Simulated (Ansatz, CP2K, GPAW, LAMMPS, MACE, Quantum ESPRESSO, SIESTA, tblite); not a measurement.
## Running aqueous Ca2+ and HSO4-, 2.3 mol of salt per kg of water at 360 K (85 atoms) with GPAW

How do the settings of GPAW change the result for aqueous Ca2+ and HSO4-, 2.3 mol of salt per kg of water at 360 K (85 atoms)? A plane-wave run serves as the yardstick.

Program: GPAW 26.7.0. Level of theory: the method is named at each step. Results are calculated unless marked as measured.

**1. Set-up**

The cell holds 85 atoms: 32 O, 2 S, 50 H and 1 Ca. Cell: a = 9.346 Å, b = 9.346 Å, c = 9.346 Å, α = 90.0°, β = 90.0°, γ = 90.0°. 24 H2O, 1 Ca2+, 2 HSO4- placed at random, at 1.36 g/cm³; overlaps pushed apart, then 10 ps at 420 K with divalent ions of Li, Roberts, Chakravorty and Merz (J. Chem. Theory Comput. 9, 2733 (2013)); MMFF94 bonds, angles, torsions, charges and radii (Halgren, J. Comput. Chem. 17, 490 (1996)) in harmonic and 12-6 forms; SPC/E water (Berendsen, Grigera and Straatsma, J. Phys. Chem. 91, 6269 (1987)). Snapshot after 20 ps at 360 K and fixed volume.

The yardstick, on the same geometry:

| Property | Result |
| --- | --- |
| method | Kohn-Sham DFT, PBE, PAW, plane waves (Ansatz 0.2.0); cutoff 420 eV, Γ point, fermi-dirac smearing of 0.05 eV; PAW set soft_2 |
| r.m.s. force component | 0.6325 eV/Å |
| longest force | 2.187 eV/Å |
| pressure | -0.8208 GPa |
| gap (highest filled to lowest empty level) | 4.112 eV |
| SCF cycles | 9 |
| time | 6.2 s on 4 threads of Arm Neoverse V1, shared host |
| CPU time | 23 s |

**2. PBE, LCAO dzp, h 0.18 Å**

Method: Kohn-Sham DFT, PBE, PAW, atomic orbitals (dzp).

Contents of run.py:

```python
import numpy as np
from ase.io import read
from gpaw import GPAW, FermiDirac

atoms = read("structure.xyz")
atoms.calc = GPAW(
    mode="lcao",
    basis="dzp",
    h=0.18,
    xc="PBE",
    kpts={"size": (1, 1, 1), "gamma": True},
    occupations=FermiDirac(0.05),
    maxiter=200,
    symmetry={"point_group": False},
    txt="gpaw.txt",
)
energy = atoms.get_potential_energy(force_consistent=True)
forces = atoms.get_forces()
print(f"energy {energy:.6f} eV")
print("forces (eV/A)")
for i, (a, f) in enumerate(zip(atoms, forces)):
    print(f"{i:4d} {a.symbol:2s} {f[0]:10.5f} {f[1]:10.5f} {f[2]:10.5f}")
print(f"Fermi level {atoms.calc.get_fermi_level():.4f} eV")
for k in range(len(atoms.calc.get_ibz_k_points())):
    for s in range(atoms.calc.get_number_of_spins()):
        e = atoms.calc.get_eigenvalues(kpt=k, spin=s)
        n = np.searchsorted(e, atoms.calc.get_fermi_level())
        print(f"k {k} spin {s} levels about the Fermi level:", np.round(e[max(n - 6, 0):n], 4).tolist(), "|", np.round(e[n:n + 6], 4).tolist())
```

Contents of structure.xyz:

```xyz
85
Lattice="9.34568 0.00000 0.00000 0.00000 9.34568 0.00000 0.00000 0.00000 9.34568" Properties=species:S:1:pos:R:3 pbc="T T T"
O 2.64053 6.55637 8.90157
S 2.44474 5.56143 0.81765
O 0.97653 5.44937 0.94569
O 3.09716 6.18422 1.99269
O 3.09501 4.34387 0.34878
H 2.26278 7.45626 9.20821
O 5.84413 0.56981 8.56831
S 7.34113 0.01692 8.72251
O 8.02373 0.41504 7.51439
O 7.14197 7.88504 8.78447
O 7.77028 0.71186 0.55700
H 5.76498 1.52335 8.83419
O 2.43436 8.53307 4.82303
H 2.85314 9.03082 5.58255
H 3.10127 8.42803 4.08528
O 6.48758 4.52854 5.69853
H 7.09216 3.73248 5.67264
H 5.70956 4.33686 6.29684
O 5.73666 7.42318 6.40768
H 4.83835 7.86243 6.41665
H 6.07095 7.32888 7.34542
O 3.71902 0.25560 6.88814
H 3.02445 0.84027 7.30729
H 4.61368 0.46551 7.28253
O 3.16968 4.56209 3.91612
H 3.24463 5.12031 3.08978
H 2.78613 5.11340 4.65705
O 6.13778 4.87471 2.81520
H 6.68160 4.71751 1.99091
H 5.63498 4.04182 3.04669
O 6.68356 2.32334 3.01230
H 6.92655 2.31735 3.98229
H 7.46299 2.00708 2.47147
O 7.70430 7.58122 2.29193
H 7.97570 8.51214 2.04745
H 7.47991 7.07066 1.46185
O 8.22158 2.35735 5.66694
H 8.31607 1.71961 6.43132
H 9.11671 2.74202 5.44124
O 2.55595 8.97568 0.79999
H 1.82091 0.18093 1.19531
H 3.27183 8.83503 1.48391
O 7.62869 8.93129 4.76218
H 8.27392 0.06720 4.16911
H 7.81766 9.16157 5.71675
O 2.34446 5.83180 6.27777
H 2.67791 6.06581 7.19103
H 2.29820 6.65898 5.71778
O 0.86074 1.92428 0.88840
H 9.29362 1.89848 0.48084
H 1.19550 2.86651 0.89690
O 0.06617 0.98335 3.27379
H 0.42224 1.14270 2.35306
H 0.61055 1.49886 3.93556
O 4.25789 3.96603 7.03720
H 3.88677 4.10107 7.95598
[... 25 atom lines left out ...]
O 1.31634 1.55428 7.33729
H 1.36054 2.04278 8.20878
H 0.62139 0.83737 7.39197
Ca 7.10786 6.55385 4.46303
```

Run with:

```console
OMP_NUM_THREADS=1 python run.py > output.txt
```

Log:

```text
energy -404.230407 eV
forces (eV/A)
   0 O     0.28888    0.73505   -0.35389
   1 S    -1.21334    1.72632    0.01042
   2 O    -1.20903   -0.61839    0.28392
   3 O     0.43480    0.69612    0.15582
   4 O     0.90690   -2.20851   -0.97888
   5 H     0.52691    0.33838    0.19587
   6 O    -1.72370   -0.71492   -0.84073
   7 S    -2.37003   -0.55417   -0.21715
   8 O     2.23168    0.38966   -2.74253
   9 O     0.26212   -0.09915    0.04142
  10 O     1.95743    0.92397    3.27755
  11 H     0.13366    0.71315    0.75191
  12 O    -0.60106   -0.71904   -0.43283
  13 H     0.74945   -0.05233   -0.28376
  14 H    -0.04075    0.24844    0.82773
  15 O     0.35662    0.46429   -0.42542
  16 H     0.00302   -0.19446    0.47166
  17 H    -0.07781   -0.10956    0.04258
  18 O    -0.14556   -0.16150   -0.08054
  19 H     0.49483   -0.19701    0.23599
  20 H    -0.49220    0.27630   -0.42052
  21 O     0.18580   -0.04740   -0.05422
  22 H     0.02732   -0.14323    0.06967
  23 H    -0.42673    0.07108    0.01191
[...]
77 H    -0.11019    0.21122    0.11693
  78 O    -0.93664   -0.32562   -0.24742
  79 H     0.53690    0.09905    0.46134
  80 H     0.07952    0.63084   -0.51872
  81 O     0.67466   -0.16605   -0.20192
  82 H    -0.55604   -0.58953   -0.23583
  83 H     0.16112    0.49771    0.49641
  84 Ca   -0.22652   -0.01697    0.05437
Fermi level -0.1605 eV
k 0 spin 0 levels about the Fermi level: [-1.808, -1.7035, -1.6417, -1.5399, -1.4371, -1.3681] | [2.932, 4.7471, 4.9817, 5.0478, 5.1466, 5.2013]
```

gpaw.txt:

```text
Input parameters:
  mode=LCAO(),
  basis={'default': 'dzp'},
  h=0.18,
  kpts=MonkhorstPack(size=(1, 1, 1), gamma=True),
  maxiter=200,
  occupations=Occupations(name='fermi-dirac', width=0.05, fixmagmom=False),
  symmetry=Symmetry(point_group=False),
  xc=XC(name='PBE')
Unit cell  # Å
| periodic |        x |        y |        z |  lengths |    angles |
|----------|----------|----------|----------|----------|-----------|
|      yes | 9.345680 | 0.000000 | 0.000000 | 9.345680 | 90.000000 |
|      yes | 0.000000 | 9.345680 | 0.000000 | 9.345680 | 90.000000 |
|      yes | 0.000000 | 0.000000 | 9.345680 | 9.345680 | 90.000000 |
Number of symmetries: 1
Symmetry operations  # r_c * U_cc + t_c -> r_c
|   | kind |            matrix            |
|---|------|------------------------------|
| 0 |  E   |  1, 0, 0,  0, 1, 0,  0, 0, 1 |
BZ-sampling:
  Number of BZ points: 1
  Number of IBZ points: 1
  Monkhorst-Pack size: [1, 1, 1]
  Monkhorst-Pack shift: [0, 0, 0]
[... lines left out ...]
Reference energy: -106157.890776  # eV
eigensolver:
density mixing:
  MSR1-Mixer
occupation numbers:
  Fermi-Dirac:
    width: 0.0500  # eV
FastPoissonSolver using
    Stencil: 6*3+1=19 point O(h^6) finite-difference Laplacian
xc functional:
  name: PBE with 2 nearest neighbor stencil
interpolation: tri-quintic # 5. degree polynomial
Initialization done in: 7.260 s
convergence criteria:
- Maximum [total energy] change in last 3 cyles: 0.0005 eV / valence electron
- Maximum integral of absolute [dens]ity change: 0.0001 electrons / valence electron
- Maximum integral of absolute [eigenst]ate change: 4e-08 eV^2 / valence electron
maximum number of iterations: 200
SCF iterations
|iter     |      energy | eigst |  dens |
|---------|-------------|-------|-------|
|iter:   1| -428.837566 |      c|       |
|iter:   2| -422.671133 |      c| -0.84 |
|iter:   3| -404.257111 |      c| -0.88 |
|iter:   4| -404.240218 |      c| -1.45 |
|iter:   5| -404.234068c|      c| -1.78 |
|iter:   6| -404.230614c|      c| -2.82 |
|iter:   7| -404.230429c|      c| -3.16 |
|iter:   8| -404.230411c|      c| -3.51 |
|iter:   9| -404.230407c|      c| -4.05c|
Converged in 9 steps
SCF loop duration: 36.853 s (4.095 s/step)
Energy contributions relative to reference atoms: (reference = -106157.890776)
Energy contributions:
  Kinetic:         348.745125
  Coulomb:        -363.812825
  Zero:              5.331768
  External:          0.000000
  Xc:             -394.494475
  Entropy:          -0.000000
  Spinorbit:         0.000000
  ----------------------------
  Free energy:    -404.230407
  Extrapolated:   -404.230407
dipole moment: (-7.440243, -46.323201, -14.915092)  # |e|*Ang
Fermi level: -0.161
Eigenvalues  # (at kpt = [0.000, 0.000, 0.000])
| band index |      eig [eV] | occ [0-2] |
|------------|---------------|-----------|
|          0 |       -38.986 |     2.000 |
|        ... |               |           |
|        124 |        -2.058 |     2.000 |
|        125 |        -1.894 |     2.000 |
[...]
|        139 |         5.395 |     0.000 |
|        ... |               |           |
|        162 |         8.001 |     0.000 |
Gap: 4.300 eV
Transition (v -> c):
  (s=0, k=0, n=131, [0.00, 0.00, 0.00]) -> (s=0, k=0, n=132, [0.00, 0.00, 0.00])
No difference between direct/indirect transitions
Force computation time: 8.897  # s
timing:  # [seconds]
  Total:  53.043  # ━━━━━━━━━━━━━━━━━━━━━━━━━━━━━━━━━━━━━━━━━━━━━━━━━━━━━━━━━
  Init:    7.259  # ━━━━━━━━
  SCF:    36.853  # ━━━━━━━━━━━━━━━━━━━━━━━━━━━━━━━━━━━━━━━╸
  Forces:  8.897  # ━━━━━━━━━╸
```

Run time: 54 s. Hardware: 1 thread of Arm Neoverse V1, shared host; peak memory 0.82 GiB.

Banners, paths, timers and routine set-up lines are dropped from the logs unmarked, and long logs keep their key lines alone; longer cuts are marked.

Numbers from this run, and their distance from the reference:

```yaml
r_m_s_force_component: 0.596 eV/Å
r_m_s_difference_of_force_components: 494.3 meV/Å
longest_difference_of_force_vectors: 2063 meV/Å
force_difference_over_r_m_s_force: 78.15 %
slope_of_forces_against_the_reference_s: 0.6386
correlation_of_force_components: 0.6777
spacing_of_highest_filled_and_lowest_empty_level: 4.3 eV
gap_difference: 0.188 eV
```

This run lies far from the reference in forces at the same functional.

Length of the force difference by element (eV/Å):

```tsv
element	atoms	mean	most
Ca	1	0.081	0.081
H	50	0.67	0.74
O	32	1.0	2.1
S	2	0.34	0.38
```

Levels nearest the highest filled one (eV from it): -0.44, -0.34, -0.27, -0.17, -0.07, 0.00, 4.30, 6.12, 6.35, 6.42, 6.51, 6.57.

A closer look about H84, picked at random: 11 atoms, nearest first, numbered in the order of the input, with positions taken from that point.

```tsv
atom	x	y	z	distance (Å)	bonds	Fx	Fy	Fz (eV/Å)
H84	0.00	0.00	0.00	0.00	1	0.16	0.50	0.50
O82	0.69	0.72	-0.05	1.00	2	0.67	-0.17	-0.20
H83	0.74	1.21	0.82	1.63	1	-0.56	-0.59	-0.24
O9	-1.94	-0.42	0.12	1.99	1	2.23	0.39	-2.74
H38	-1.65	0.88	-0.96	2.10	1	-0.05	0.74	-0.19
H23	2.40	0.00	-0.08	2.40	1	0.03	-0.14	0.07
H75	1.09	1.29	-1.89	2.54	1	-0.01	0.49	0.17
H50	-0.67	1.06	2.43	2.74	1	-0.02	0.49	-0.04
H39	-0.85	1.90	-1.95	2.86	1	0.00	-0.22	0.37
O37	-1.75	1.52	-1.73	2.89	2	-0.68	0.17	-0.44
H45	-2.15	-1.02	-1.68	2.91	1	0.02	0.02	-0.71
```

Atoms are counted from 1 here, from 0 in the log.

Forces lie 78 % from the reference's, at 2.4 times its CPU time (on 1 against 4 cores).

**3. PBE, LCAO szp(dzp), h 0.18 Å**

Method: Kohn-Sham DFT, PBE, PAW, atomic orbitals (szp(dzp)).

run.py, as its differences from that of step 2:

```diff
@@ -7,3 +7,3 @@
     mode="lcao",
-    basis="dzp",
+    basis="szp(dzp)",
     h=0.18,
```

structure.xyz is that of step 2.

Log:

```text
energy -360.690306 eV
forces (eV/A)
   0 O     1.21867   -0.19039   -2.09488
   1 S    -1.57200    0.85954    0.69194
   2 O    -2.09674   -0.68346    0.39434
   3 O     1.00550    1.41181    1.01469
   4 O     1.43147   -3.08541   -1.48122
   5 H    -0.11421    2.11630    0.96640
[...]
82 H    -0.53426    0.24814    1.57952
  83 H    -1.22369   -0.83883    0.65797
  84 Ca   -0.32759   -0.00291    0.04052
Fermi level 0.0244 eV
k 0 spin 0 levels about the Fermi level: [-1.704, -1.5894, -1.4532, -1.3098, -1.2528, -1.1723] | [3.6844, 5.0809, 5.3485, 5.4523, 5.5063, 5.7034]
```

gpaw.txt:

```text
Input parameters:
  mode=LCAO(),
  basis={'default': 'szp(dzp)'},
  h=0.18,
  kpts=MonkhorstPack(size=(1, 1, 1), gamma=True),
  maxiter=200,
  occupations=Occupations(name='fermi-dirac', width=0.05, fixmagmom=False),
[... lines left out ...]
  Fermi-Dirac:
[... lines left out ...]
convergence criteria:
- Maximum [total energy] change in last 3 cyles: 0.0005 eV / valence electron
[... lines left out ...]
Converged in 9 steps
[... lines left out ...]
  Free energy:    -360.690306
[... lines left out ...]
Fermi level: 0.024
[... lines left out ...]
|        ... |               |           |
|        162 |         8.808 |     0.000 |
Gap: 4.857 eV
Transition (v -> c):
  (s=0, k=0, n=131, [0.00, 0.00, 0.00]) -> (s=0, k=0, n=132, [0.00, 0.00, 0.00])
No difference between direct/indirect transitions
Force computation time: 7.118  # s
timing:  # [seconds]
  Total:  44.040  # ━━━━━━━━━━━━━━━━━━━━━━━━━━━━━━━━━━━━━━━━━━━━━━━━━━━━━━━━━
  Init:    6.183  # ━━━━━━━━
  SCF:    30.708  # ━━━━━━━━━━━━━━━━━━━━━━━━━━━━━━━━━━━━━━━╸
  Forces:  7.118  # ━━━━━━━━━
```

It took 45 s on 1 thread; peak memory 0.79 GiB.

Numbers from this run, and their distance from the reference:

| Quantity | Value |
| --- | --- |
| r.m.s. force component | 1.326 eV/Å |
| r.m.s. difference of force components | 1599 meV/Å |
| longest difference of force vectors | 3272 meV/Å |
| force difference over r.m.s. force | 252.8 % |
| slope of forces against the reference's | -0.4972 |
| correlation of force components | -0.2371 |
| gap (highest filled to lowest empty level) | 4.857 eV |
| gap difference | 0.7446 eV |

This is a coarse setting, run to see what it loses.

Against the first run (78 %), the force difference from the reference is 253 %, at 0.83 times the CPU time, with 522 basis functions against 721: the smaller basis costs accuracy.

**4. PBE, LCAO sz(dzp), h 0.18 Å**

Method: Kohn-Sham DFT, PBE, PAW, atomic orbitals (sz(dzp)).

run.py, as its differences from that of step 3:

```diff
@@ -7,3 +7,3 @@
     mode="lcao",
-    basis="szp(dzp)",
+    basis="sz(dzp)",
     h=0.18,
```

structure.xyz is that of step 3.

Log:

```text
energy -297.753427 eV
forces (eV/A)
   0 O     2.19687    2.41951   -7.64518
   1 S    -0.58724    2.39000    0.09835
   2 O   -13.68287   -1.72644    1.35060
   3 O     5.89179    5.89031    9.82172
   4 O     6.73082  -12.84741   -5.23835
   5 H    -0.46782    4.34529    0.96401
[...]
82 H    -0.28138    1.42988    3.19948
  83 H    -2.77367   -2.33810    0.42062
  84 Ca   -0.54690    0.11700   -0.07260
Fermi level 1.1324 eV
k 0 spin 0 levels about the Fermi level: [-0.7963, -0.5765, -0.4803, -0.402, -0.2164, -0.0446] | [3.4239, 4.2714, 5.1157, 5.2059, 5.4623, 6.0124]
```

gpaw.txt:

```text
Input parameters:
  mode=LCAO(),
  basis={'default': 'sz(dzp)'},
  h=0.18,
  kpts=MonkhorstPack(size=(1, 1, 1), gamma=True),
  maxiter=200,
  occupations=Occupations(name='fermi-dirac', width=0.05, fixmagmom=False),
[... lines left out ...]
  Fermi-Dirac:
[... lines left out ...]
convergence criteria:
- Maximum [total energy] change in last 3 cyles: 0.0005 eV / valence electron
[... lines left out ...]
Converged in 10 steps
[... lines left out ...]
  Free energy:    -297.753427
[... lines left out ...]
Fermi level: 1.132
[... lines left out ...]
|        ... |               |           |
|        162 |         9.861 |     0.000 |
Gap: 3.469 eV
Transition (v -> c):
  (s=0, k=0, n=131, [0.00, 0.00, 0.00]) -> (s=0, k=0, n=132, [0.00, 0.00, 0.00])
No difference between direct/indirect transitions
Force computation time: 2.476  # s
timing:  # [seconds]
  Total:  25.046  # ━━━━━━━━━━━━━━━━━━━━━━━━━━━━━━━━━━━━━━━━━━━━━━━━━━━━━━━━━
  Init:    5.474  # ━━━━━━━━━━━━╸
  SCF:    17.065  # ━━━━━━━━━━━━━━━━━━━━━━━━━━━━━━━━━━━━━━━
  Forces:  2.477  # ━━━━━╸
```

Elapsed: 26 s, on 1 thread; peak memory 0.66 GiB.

Compared with the plane-wave run:

```
r.m.s. force component                           : 3.282 eV/Å
r.m.s. difference of force components            : 3525 meV/Å
longest difference of force vectors              : 15840 meV/Å
force difference over r.m.s. force               : 557.3 %
slope of forces against the reference's          : -1.566
correlation of force components                  : -0.3019
gap (highest filled to lowest empty level) : 3.469 eV
gap difference                                   : -0.6436 eV
```

This is a coarse setting, run to see what it loses.

Against the first run (78 %), the force difference from the reference is 557 %, at 0.48 times the CPU time, with 199 basis functions against 721: the smaller basis costs accuracy.

**5. All runs compared**

Differences are against the plane-wave reference, forces as r.m.s. over components; share is that over the reference's r.m.s. force, slope the least-squares factor from reference forces to these. Total energies of different programs have different zeros and aren't compared.

```tsv
run	Δ force, r.m.s. (meV/Å)	share (%)	slope	Δ gap (eV)	cores	CPU time	memory (GiB)
reference	-	-	-	-	4	23 s	0.87
GPAW PBE, LCAO dzp, h 0.18 Å	494	78.1	0.639	0.188	1	54 s	0.82
GPAW PBE, LCAO szp(dzp), h 0.18 Å (coarse)	1599	253	-0.497	0.745	1	45 s	0.79
GPAW PBE, LCAO sz(dzp), h 0.18 Å (coarse)	3525	557	-1.566	-0.644	1	26 s	0.66
```

Rows marked coarse were listed beforehand as settings not expected to be converged; some can still land near the reference.

CPU time is summed over cores on a shared host, where runs went side by side, so it is rough. Symmetry, cutoffs, thresholds, outputs and thread counts weren't matched or tuned between programs; memory under MPI is the largest rank's times the ranks.

**6. What came out**

| Quantity | Value |
| --- | --- |
| nearest in forces | GPAW PBE, LCAO dzp, h 0.18 Å, 78 % |
| its CPU time | 54 s |

What this shows: The PBE run in local orbitals, coarse settings apart, differs by 78 % (GPAW PBE, LCAO dzp, h 0.18 Å); basis, grid and potentials can all enter, and differences of this size make the forces unusable. Runs with settings chosen to be coarse differ by 253 % (GPAW PBE, LCAO szp(dzp), h 0.18 Å) to 557 % (GPAW PBE, LCAO sz(dzp), h 0.18 Å), their programs' other errors included. None of the electronic-structure runs in the table takes under half the reference's CPU time of 23 s; they take 1.2 to 2.4 times as much. In GPAW PBE, LCAO dzp, h 0.18 Å the difference has nearly one length on every H (0.67 eV/Å) and points along its bond, outwards: this method prefers longer bonds, and stiff bonds to hydrogen turn a small shift into a large force. At the same functional, gaps differ from the reference's 4.11 eV by between -0.64 and +0.74 eV. A likely cause of the wide gaps: compact atomic orbitals describe empty levels worse than filled ones. With short bonds to hydrogen, sets of potentials differ among themselves by several per cent in forces even at converged cutoffs, so the reference isn't exact here either. The network of contacts between molecules at the start is that of the classical potential that made the cell, and needn't be the one that DFT or experiment would give. The concentration wasn't checked against solubility and may exceed it. The reference's PBE has no dispersion term, which matters for the binding between molecules or layers. The density was typed from a rule of thumb and may lie off the real one at this temperature. The electronic-structure runs sample only Γ, in a cell whose shortest periodic width is 9 Å.

[Also dropped from logs without a mark: logging warnings of Python, and SIESTA's first energy breakdown and zero terms.]

[Logs are printed without paths, hosts, clocks, repeated set-up lines and the standing remarks that a program may print on its own settings, such as how far it seeks lower states.]

[Hosts, paths, dates, database ids (printed as entryN), source tags and the programs' standing remarks are cut or masked in the printed files.]

[The MMFF94 radii named for the starting cell were scaled by 0.96; in molecules described by MMFF94, hydrogen bound to N, O or S took a small fixed 12-6 site in their place.]
